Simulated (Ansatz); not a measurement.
# SrPbSe3 (model cell, started as cubic perovskite with Pb in the octahedra): following an unstable mode, part 3 of 3

Aim: this structure of SrPbSe3 (model cell, started as cubic perovskite with Pb in the octahedra) is to be tested for unstable modes, and one is followed downhill.

Ansatz 0.2.0; DFT PBE, scalar-relativistic, plane waves, PAW; PAW set soft_1.

So far. Step 4 (The mode frozen in, largest atomic shift 0.6 Å): The run ends at a pressure of 1.06 GPa, with forces up to 0.30 eV/Å. Step 5 (Energy along the mode, all amplitudes (two of the runs …): The lowest of the steps tried is the last one, at 0.6 Å, 37.2 meV/atom below the parent; the bottom of the well need not coincide with a step.

The structure was built from a prototype and need not be the compound's stable phase.

## 6. Relaxation from the frozen mode (continued)

ELF in the ab plane at fractional z = 0.000, with atoms of Sr and Pb and Se within 0.2 Å of it. It is the smooth field of the valence electrons, not physical close to the nuclei.

Ten even steps from '_' (0.01) to '@' (0.85), each cell a mean:
```
::..____________________....
====--::..__________..--====
@@@@%%**::________..==##%%@@
@@@@@@##==..______::++%%@@@@
++##%%##++..______::**%%%%**
..--%%%%++..______--**%%**::
==**%%%%==..____..::**%%%%++
%%@@%%**--........::==##@@@@
@@%%**==::--====--::::++##@@
**++--::--====--====--::==**
::::::--==--..__..====--::::
__..::==++::______==++--::..
__..--==++==::..::++++==::__
____::====++++++++++==--..__
____..::----======----::____
________......::......______
____________________________
--::____________________..::
@@%%++..______________::**@@
@@@@@@==____________..**@@@@
::**@@##..__________--@@@@++
..**@@%%::__________==@@@@==
%%@@@@**..__________--%%@@@@
%%%%++::______________--##%%
```
Columns run along a (4.3 Å), rows up along b (8.8 Å). Atoms in or near the plane, at fractional coordinates: Sr at (0.00, 0.11), Pb at (0.50, 0.52), Se at (0.00, 0.76).

The distorted start has space group Pmma; the relaxation ends in Pmma.

## 7. The new phase in its own primitive cell

The relaxed structure is symmetrised, reduced to its primitive cell and relaxed tightly, as its phonons need.

File input.yaml:

```yaml
crystal:
  lattice:
    - [8.3842414439, 0.0, 0.0]
    - [0.0, 4.335677081, 0.0]
    - [0.0, 0.0, 8.7771252894]
  atoms:
    - { symbol: Sr, position: [0.25, 0.0, 0.1387988299] }
    - { symbol: Sr, position: [0.75, 0.0, 0.8612011701] }
    - { symbol: Pb, position: [0.25, 0.5, 0.7315089529] }
    - { symbol: Pb, position: [0.75, 0.5, 0.2684910471] }
    - { symbol: Se, position: [0.5, 0.5, 0.0] }
    - { symbol: Se, position: [0.0, 0.5, 0.5] }
    - { symbol: Se, position: [0.0, 0.5, 0.0] }
    - { symbol: Se, position: [0.5, 0.5, 0.5] }
    - { symbol: Se, position: [0.25, 0.0, 0.4946410378] }
    - { symbol: Se, position: [0.75, 0.0, 0.5053589622] }
kpoints:
  mp_grid: { grid: [4, 8, 4] }
hamiltonian:
  xc: pbe
  pseudopotentials: { kind: paw, azcp: { folder: soft_1 } }
scf:
  occupations: { method: methfessel_paxton, width: 0.2 }
output:
  forces: true
  stress: true
  eigenvalues: true
relax:
  adjacent_minimum: "off"
  f_tol: 0.001
  max_steps: 60
  cell: { stress_tol: 0.01 }
```

Launch:

```sh
$ ansatz run input.yaml --threads 4 --pin off --max-ram 16384MiB --backend cpu --events-out ev --progress --plain --runs-dir out
```

Numbers of over 12 decimals in the logs are rounded to 6 here.

The program printed:

```text
[...]
Crystal: 10 atoms, lattice volume = 319.060 Å³
Basis set: ecut = 420 eV, 6267 PW (Γ), exchange–correlation on 120×60×120 points (8 copies of the dense FFT grid, shifted against one another)
Bands: 87, of which v1, the nominal top of the filled ones, is band 72 counted from 1 (71 counted from 0)
Symmetry: 8 space group operations
[...]
k-points: 45 of 128
[...]
- { symbol: Sr, position: [0.750000, 0, 0.860518] }
    - { symbol: Pb, position: [0.250000, 0.5, 0.732209] }
    - { symbol: Pb, position: [0.750000, 0.5, 0.267791] }
    - { symbol: Se, position: [0.500000, 0.5, 0] }
    - { symbol: Se, position: [0, 0.5, 0.5] }
    - { symbol: Se, position: [0, 0.5, 0] }
    - { symbol: Se, position: [0.500000, 0.5, 0.5] }
    - { symbol: Se, position: [0.250000, 0, 0.495343] }
    - { symbol: Se, position: [0.750000, 0, 0.504657] }
[key lines of the parts left out:]
SCF converged after 8 iterations
Free energy (F): -63728.049401 eV
Fermi energy:    7.630635 eV
P = ⅓ Tr σ = 0.0008 GPa (0.008 kbar)
```

Elapsed: 2.9 min, on 4 threads of Arm Neoverse V1, shared host; peak memory 1.4 GiB; 11 min of CPU time.

Relaxation path:

```
step  energy less that of the first step (eV)  largest force component (eV/Å)  pressure (GPa)  volume (Å³)
   1                                   0.0000                          0.0182           -0.02       319.06
   2                                  -0.0008                          0.0062            0.00       318.90
   3                                  -0.0009                          0.0043            0.00       318.85
   4                                  -0.0009                          0.0020            0.01       318.76
   5                                  -0.0009                          0.0030           -0.01       318.85
   6                                  -0.0009                          0.0002            0.00       318.83
  7*                                  -0.0009                          0.0002            0.00       318.83
```

Relaxation steps marked * repeat the geometry before them on a plane-wave basis chosen anew for their cell, so energy and pressure can jump there.

The run keeps the 8 symmetry operations that it works with, so distortions that break them were not tested.

```
conventional cell, symmetrised  before  after  change
                         a (Å)   8.384  8.352  -0.4 %
                         b (Å)   4.336  4.347  +0.3 %
                         c (Å)   8.777  8.782  +0.1 %
              volume (Å³/atom)   31.91  31.88  -0.1 %
```

Numbers from this step:

| Item | Value |
| --- | --- |
| pressure | 8.33e-4 GPa |
| volume per atom | 31.88 Å³ |

The largest force component left is 0.19 meV/Å and the pressure is 0.001 GPa, within the tolerances set. The cell now holds 31.88 Å³/atom.

## 8. Modes of the new phase, k-mesh 4×8×4

A relaxed structure may still be a saddle point, so its zone-centre modes are computed. No field response is asked, since the mesh shows no gap.

input.yaml, the sections that differ from step 7:

```yaml
crystal:
  lattice:
    - [8.35208819, 0.0, 0.0]
    - [0.0, 4.3468048394, 0.0]
    - [0.0, 0.0, 8.7820780489]
  atoms:
    - { symbol: Sr, position: [0.25, 0.0, 0.139482211] }
    - { symbol: Sr, position: [0.75, 0.0, 0.860517789] }
    - { symbol: Pb, position: [0.25, 0.5, 0.7322094729] }
    - { symbol: Pb, position: [0.75, 0.5, 0.2677905271] }
    - { symbol: Se, position: [0.5, 0.5, 0.0] }
    - { symbol: Se, position: [0.0, 0.5, 0.5] }
    - { symbol: Se, position: [0.0, 0.5, 0.0] }
    - { symbol: Se, position: [0.5, 0.5, 0.5] }
    - { symbol: Se, position: [0.25, 0.0, 0.4953430057] }
    - { symbol: Se, position: [0.75, 0.0, 0.5046569943] }
output:
  eigenvalues: true
phonons:
  method: dfpt
# kpoints, hamiltonian, scf: as in step 7
# relax: removed
```

The program printed:

```text
zone centre: on kpoints.mp_grid the ground state, and the responses unless they are solved on pairs of k-points, stand on 50 of the mesh's 128 k-points, reduced under 2 symmetry operations, with k and −k counted as one. Each operation leaves every solved displacement unchanged or reverses it
[...]
Crystal: 10 atoms, lattice volume = 318.832 Å³
Basis set: ecut = 420 eV, 6257 PW (Γ), exchange–correlation on 120×60×120 points (8 copies of the dense FFT grid, shifted against one another)
Bands: 87, of which v1, the nominal top of the filled ones, is band 72 counted from 1 (71 counted from 0)
Symmetry: 8 space group operations
k-points: 50 of 128 (irreducible under 2 space group operations, time reversal used)
[...]
SCF iter   1: F=—  HF=-63738.072105 eV  |F-HF|=—  |Δ(HF+E_count)|=         —  Δρ=5.82e-2  dr2=8.40e1  ethr=3.10e-3  ⟨swp⟩=10.4  Hψ=21818  notcnv=0
[...]
SCF iter  15: F=-63728.049401 eV  HF=-63728.049401 eV  |F-HF|=0.00e0  |Δ(HF+E_count)|=  5.82e-11  S|Δr|=    0.00e0  Δρ=3.38e-8  dr2=4.43e-12  ethr=1.00e-12  ⟨swp⟩=15.9  Hψ=29926  notcnv=0
SCF 1 converged in 15 iterations: F = -63728.049401 eV  dr2 = 4.43e-12
[...]
DFPT response loops at Γ: preconditioner auto → Kerker (q_TF=auto, 2.390 Å⁻¹) (partly filled bands, converged f_vac=0.100); β = 1.00, the filter's whole step (`scf.mixing.beta` (0.50) is not read by the response loops under this deck's `scf.mixing.preconditioner`; to damp them name `kerker` or `kerker_dos`, under which they read `scf.mixing.beta`, and type it under 1.00, their step now; both keys bind the ground state too); Broyden in place of MSR1
SCF converged after 15 iterations
[...]
Free energy (F): -63728.049401 eV
[...]
Internal energy: -63728.048778 eV  (E = F + TS)
E sigma→0 (E₀):  -63728.049246 eV
Entropy (-TS):   -0.000624 eV (-0.062 meV/atom)
Fermi energy:    7.630635 eV
[...]
--- Band table (eV; the first three rows and the last of 50) ---
  k-point 0: bands = [... 68 lower, 5.6853, 5.7916, 6.5147, 6.8146, 8.1581, 8.5117, 8.6596, 8.7260, ... 11 higher]
  k-point 1: bands = [... 68 lower, 5.6208, 5.6699, 6.3431, 6.5185, 8.6380, 8.6931, 8.7692, 8.8966, ... 11 higher]
  k-point 2: bands = [... 68 lower, 5.6234, 5.6530, 6.0631, 6.4077, 8.6389, 8.6716, 8.8199, 9.2340, ... 11 higher]
  k-point 49: bands = [... 68 lower, 6.3252, 6.3252, 8.0273, 8.0273, 8.1115, 8.1115, 8.5725, 8.5725, ... 11 higher]
--- Phonons (Γ-DFPT): 15 representative perturbations + reference, on 50 of 128 k-points (Σ response iterations 52) ---
  k mesh reduced under 2 symmetry operations, with k and −k counted as one. Each operation leaves every solved displacement unchanged or reverses it
  ASR residual: 1.038e-4 → 0.000e0 eV/Å²; symmetrization residual: 4.823e-5 eV/Å²
  ASR residual per site (eV/Å²): 8.51e-5 8.51e-5 9.62e-5 9.62e-5 9.77e-5 8.38e-5 9.77e-5 8.38e-5 1.04e-4 1.04e-4
  Γ frequencies (cm⁻¹): -116.74 -84.10 -51.97 -48.34 -31.80 0.00 0.00 0.00 36.92 46.23 50.75 57.78 59.33 60.76 63.60 72.42 72.62 75.06 86.42 86.54 87.72 92.99 107.17 109.24 126.38 127.51 145.29 155.20 166.43 170.00
  non-analytic LO–TO correction: not included (Born effective charges unavailable; polar crystals: no LO–TO splitting at Γ)
```

Elapsed: 15 min, on 4 threads; peak memory 4.2 GiB.

Numbers from this step:

```yaml
sum_rule_residual_before_enforcement: 1.04e-4 eV/Å²
point_group: mmm
highest_optical_mode_at_the_zone_centre_no_lo_to_term: 170 cm⁻¹
lowest_optical_zone_centre_mode: -116.7 cm⁻¹
```

Patterns of degenerate modes are one choice out of their space. The modes at Γ (shares of kinetic energy by element, %) (negative means imaginary):

```
mode  frequency (cm⁻¹)  symmetry  Sr %  Pb %  Se %
   1            -116.7        Au     0     0   100
   2             -84.1       B3g     0    17    83
   3             -52.0       B1u     1    22    77
   4             -48.3       B3u    14     2    84
   5             -31.8       B2u    27     6    67
   6               0.0  acoustic    16    39    45
   7               0.0  acoustic    16    39    45
   8               0.0  acoustic    16    39    45
   9              36.9       B2g     3    41    56
  10              46.2       B3u    27    50    22
  11              50.8        Ag    39    40    21
  12              57.8       B2u     4    53    43
  13              59.3       B3g   100     0     0
  14              60.8        Au     0     0   100
  15              63.6       B3g     0    83    17
  16              72.4       B1u    62    11    27
  17              72.6       B2g    38    28    35
  18              75.1       B3u     5     6    89
  19              86.4       B3u    31     0    69
  20              86.5       B2u    52     0    48
  21              87.7        Ag    21    60    19
  22              93.0       B1u     2    16    82
  23             107.2       B3u     6     1    93
  24             109.2       B2g    59    31     9
  25             126.4       B1u     4     1    95
  26             127.5        Ag    40     0    60
  27             145.3       B1u    11     4    85
  28             155.2       B1u     4     6    90
  29             166.4       B2u     0     2    98
  30             170.0       B3u     0     2    98
```

Displacements in mode 1 (-116.7 cm⁻¹), the largest set to 1:
```
Sr1  0.00  0.00  0.00
Sr2  0.00  0.00  0.00
Pb3  0.00  0.00  0.00
Pb4  0.00  0.00  0.00
Se5  0.00  0.00  0.00
Se6  0.00  1.00  0.00
Se7  0.00  0.00  0.00
Se8  0.00 -1.00  0.00
Se9  0.00  0.00  0.00
Se10 0.00  0.00  0.00
```

Displacements in mode 9 (36.9 cm⁻¹), the largest set to 1:
```
Sr1  0.21  0.00  0.00
Sr2 -0.21  0.00  0.00
Pb3 -0.53  0.00  0.00
Pb4  0.53  0.00  0.00
Se5  0.00  0.00  0.00
Se6  0.00  0.00  0.00
Se7  0.00  0.00  0.00
Se8  0.00  0.00  0.00
Se9  1.00  0.00  0.00
Se10-1.00  0.00  0.00
```

Before it was imposed, the acoustic sum rule was missed by 1.0e-4 eV/Å². Small misses are needed for a sound result but don't prove that mesh and cutoff are converged. The lowest optical mode is imaginary, 116.7i cm⁻¹, so the energy falls along it.

## 9. Outcome

```
unstable mode of the parent                                                      : q = (0, -0.5, -0.5), 90i cm⁻¹
depth at the lowest point sampled                                                : 37.2 meV/atom
largest atomic shift at that point                                               : 0.6 Å
space group reached (within 0.01 Å)                                              : Pmma
energy gained over the parent (first relaxation, on the mesh of the frozen mode) : 212 meV/atom
volume per atom, phase reached                                                   : 31.9 Å³
lowest optical zone-centre mode, phase reached                                   : -117 cm⁻¹
highest optical mode at the zone centre (no LO-TO term), phase reached           : 170 cm⁻¹
```

In words: Along this mode the structure falls into Pmma, 212 meV/atom below the parent. At the parent's cell the well is 37.22 meV/atom deep on the steps tried, with its lowest point at a shift of 0.6 Å. That is the last step tried, so the steps alone don't bracket the bottom of the well. Relaxing atoms and cell changes the gain by +174.81 meV/atom against the lowest step (energies at zero smearing). Most of the total comes from this relaxation. The new phase still has an imaginary mode at the zone centre of its cell, so it is a saddle point on the way to a lower structure. Of the 4 patterns followed to their end from this parent, this one reaches the lowest energy. Each path keeps the symmetry of its pattern, so a lower phase may lie along a pattern not tried. With no gap, or one that is small against the smearing, the frequencies hang on the k mesh and the smearing, most of all near Kohn anomalies. Spin-orbit coupling is left out, which can matter for the heavy elements here. A phonon run warned that its eigensolver left some bands unconverged in a pass. The starting cell was built on a prototype and not taken from a measurement, so the phase need not exist.

[Logs are printed without paths, hosts, clocks, repeated set-up lines and the standing remarks that a program may print on its own settings, such as how far it seeks lower states.]

[Hosts, paths, dates, database ids (printed as entryN), source tags and the programs' standing remarks are cut or masked in the printed files.]
